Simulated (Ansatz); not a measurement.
# Ta wire along [110], 33 atoms a period: bands along the axis, part 2 of 2

Aim: is the Ta wire along [110], 33 atoms a period a metal or a semiconductor?

Ansatz 0.2.0; DFT PBE, plane waves, PAW; relaxation of a wire's period; PAW set soft_1 (the session's first sound run).

So far. Step 2 (Relaxation of atoms and period): The cell's length comes to 4.559 Å with spin left out.

## Step 3: Bands of the perfect wire

This step: DFT PBE, plane waves, PAW; bands of a perfect wire; PAW set soft_1 (Ansatz 0.2.0).

At the relaxed period the bands are computed along the axis; those that cross an energy going forward count the channels that a perfect wire would open there.

input.yaml reads:

```yaml
crystal:
  lattice:
    - [20.08, 0.0, 0.0]
    - [0.0, 16.19, 0.0]
    - [0.0, 0.0, 4.5586325493]
  atoms:
    - { symbol: Ta, position: [0.180696385, 0.500011676, 0.0] }
    - { symbol: Ta, position: [0.251428795, 0.365183, 0.0] }
    - { symbol: Ta, position: [0.33951021, 0.225616422, 0.0] }
    - { symbol: Ta, position: [0.332931618, 0.500011676, 0.0] }
    - { symbol: Ta, position: [0.416775705, 0.359301209, 0.0] }
    - { symbol: Ta, position: [0.5, 0.214749019, 0.0] }
    - { symbol: Ta, position: [0.5, 0.500011676, 0.0] }
    - { symbol: Ta, position: [0.583224295, 0.359301209, 0.0] }
    - { symbol: Ta, position: [0.66048979, 0.225616422, 0.0] }
    - { symbol: Ta, position: [0.667068382, 0.500011676, 0.0] }
    - { symbol: Ta, position: [0.748571205, 0.365183, 0.0] }
    - { symbol: Ta, position: [0.819303615, 0.500011676, 0.0] }
    - { symbol: Ta, position: [0.252770599, 0.500011676, 0.5] }
    - { symbol: Ta, position: [0.334355396, 0.350296296, 0.5] }
    - { symbol: Ta, position: [0.334355396, 0.649727055, 0.5] }
    - { symbol: Ta, position: [0.419691811, 0.215311881, 0.5] }
    - { symbol: Ta, position: [0.415139103, 0.500011676, 0.5] }
    - { symbol: Ta, position: [0.419691811, 0.78471147, 0.5] }
    - { symbol: Ta, position: [0.5, 0.357110072, 0.5] }
    - { symbol: Ta, position: [0.5, 0.64291328, 0.5] }
    - { symbol: Ta, position: [0.580308189, 0.215311881, 0.5] }
    - { symbol: Ta, position: [0.584860897, 0.500011676, 0.5] }
    - { symbol: Ta, position: [0.580308189, 0.78471147, 0.5] }
    - { symbol: Ta, position: [0.665644604, 0.350296296, 0.5] }
    - { symbol: Ta, position: [0.665644604, 0.649727055, 0.5] }
    - { symbol: Ta, position: [0.747229401, 0.500011676, 0.5] }
    - { symbol: Ta, position: [0.251428795, 0.634840352, 0.0] }
    - { symbol: Ta, position: [0.33951021, 0.77440693, 0.0] }
    - { symbol: Ta, position: [0.416775705, 0.640722143, 0.0] }
    - { symbol: Ta, position: [0.5, 0.785274333, 0.0] }
    - { symbol: Ta, position: [0.583224295, 0.640722143, 0.0] }
    - { symbol: Ta, position: [0.66048979, 0.77440693, 0.0] }
    - { symbol: Ta, position: [0.748571205, 0.634840352, 0.0] }
kpoints:
  mp_grid: { grid: [1, 1, 18] }
  band_path: { path: ["Γ", Z], npoints: 90 }
scf:
  occupations: { method: fermi_dirac, width: 0.05 }
hamiltonian:
  xc: pbe
  pseudopotentials: { kind: paw, azcp: { folder: soft_1 } }
output:
  dos: { e_range: [-5, 4] }
  write_potential: true
  write_density: true
  volumetric_format: npy
```

Started as:

```sh
ansatz run input.yaml --threads 4 --pin off --max-ram 16384MiB --backend cpu --events-out ev --progress --plain --runs-dir out
```

Numbers of over 12 decimals in the logs are rounded to 6 here.

The log of the run:

```text
[...]
Crystal: 33 atoms, lattice volume = 1481.990 Å³
Basis set: ecut = 420 eV, 29055 PW (Γ)
Bands: 258, of which v1, the nominal top of the filled ones, is band 215 counted from 1 (214 counted from 0)
Symmetry: 8 space group operations
[...]
k-points: 10 of 18
[...]
SCF iter   1: F=—  HF=-327800.118849 eV  |F-HF|=—  |Δ(HF+E_count)|=         —  Δρ=4.52e-2  dr2=4.00e2  ethr=3.10e-3  ⟨swp⟩=11.3  Hψ=13047  notcnv=0  defer=43
[...]
SCF iter  12: F=-327765.373645 eV  HF=-327765.373645 eV  |F-HF|=1.03e-8  |Δ(HF+E_count)|=   5.36e-8  Δρ=7.48e-7  dr2=2.14e-8  ethr=2.33e-11  ⟨swp⟩=22.2  Hψ=11267  notcnv=0
SCF 1 converged in 12 iterations: F = -327765.373645 eV  dr2 = 2.14e-8
[...]
NSCF: frozen V_eff on 91 k-points
WARN: pass on a band path, mesh or list of k-points: the 91 k-points are solved 32 at a time at the most, because the 14.40 GiB of host memory that the pass is priced against does not hold them all with the solver's workspace as planned. The pass can take longer, above all where fewer k-points are solved at a time than the run has threads. As a rule a larger memory budget leaves room for more at once. The budget is what a run with no `--max-ram-frac` typed is planned for, 0.8 of the host's memory or its container's limit. More memory there lifts it, and so does a share over 0.88 that is typed (of such a share the budget is ten elevenths): [rest of the remark cut]
WARN: The output density's exchange-correlation potential varies sharply where the density is thin. Do not read a vacuum level from v_tot or v_xc, or from such a field of the output density. On a cell that repeats whose density bears no net charge and no dipole along the vacuum's axis use v_es (v_loc + v_h of the components); under efield.dipole_correction with no amplitude use v_es + v_field, which holds any externa [...]
SCF converged after 12 iterations
Free energy (F): -327765.373645 eV
[...]
Internal energy: -327765.085686 eV  (E = F + TS)
E sigma→0 (E₀):  -327765.229666 eV
Entropy (-TS):   -0.287959 eV (-8.726 meV/atom)
Fermi energy:    5.443558 eV
[...]
--- Band table (eV; the first three rows and the last of 10) ---
  k-point 0: bands = [... 211 lower, 5.2795, 5.2971, 5.3299, 5.3781, 5.5290, 5.5739, 5.6065, 5.6351, ... 39 higher]
  k-point 1: bands = [... 211 lower, 5.2722, 5.2916, 5.2936, 5.4372, 5.5547, 5.5560, 5.5774, 5.6083, ... 39 higher]
  k-point 2: bands = [... 211 lower, 5.2504, 5.2695, 5.3642, 5.4598, 5.5005, 5.5738, 5.5947, 5.5992, ... 39 higher]
  k-point 9: bands = [... 211 lower, 5.1275, 5.1723, 5.3137, 5.5007, 5.5302, 5.5337, 5.5708, 5.6047, ... 39 higher]
```

Elapsed: 10 min, on 4 threads of Arm Neoverse V1, shared host; peak memory 9.5 GiB; 40 min of CPU time.

Reading the cycles: dr2 is the Hartree energy of the density residual (eV), the measure of convergence; HF is the Harris–Foulkes estimate of the energy, which meets the free energy F at convergence.

This step gave:

| Quantity | Value |
| --- | --- |
| energy at zero smearing | -327765.2297 eV |
| band gap | 0 eV |

Electronic bands along the path, in eV, zero at the Fermi level; # counts the bands kept:

```
  point    #45    #46    #47    #48    #49   #50   #51   #52
      Γ  -0.22  -0.16  -0.15  -0.11  -0.07  0.09  0.13  0.16
halfway  -0.16  -0.12  -0.11  -0.09   0.06  0.07  0.08  0.11
      Z  -0.33  -0.32  -0.27  -0.13   0.06  0.09  0.09  0.13
```

Between Γ and Z the bands cross the Fermi level 7 times, so a perfect wire would conduct at least 7 G₀, with spin left out.

## Step 4: Summary of results

| Property | Result |
| --- | --- |
| cell length, PBE | 4.559 Å |
| ballistic conductance by band crossings, a lower bound, PBE | 7 G₀ |

**Reading.** Under PBE the cell's length is 4.56 Å, and the bands cross the Fermi level 7 times between Γ and Z, which gives a perfect wire at least 7 G₀ (opposite crossings within one step of the path cancel in such a count). No spin was allowed, though thin wires with open d shells can turn magnetic. Spin-orbit coupling is left out, which matters for the bands of heavy atoms.

[Logs are printed without paths, hosts, clocks, repeated set-up lines and the standing remarks that a program may print on its own settings, such as how far it seeks lower states.]

[Hosts, paths, dates, database ids (printed as entryN), source tags and the programs' standing remarks are cut or masked in the printed files.]
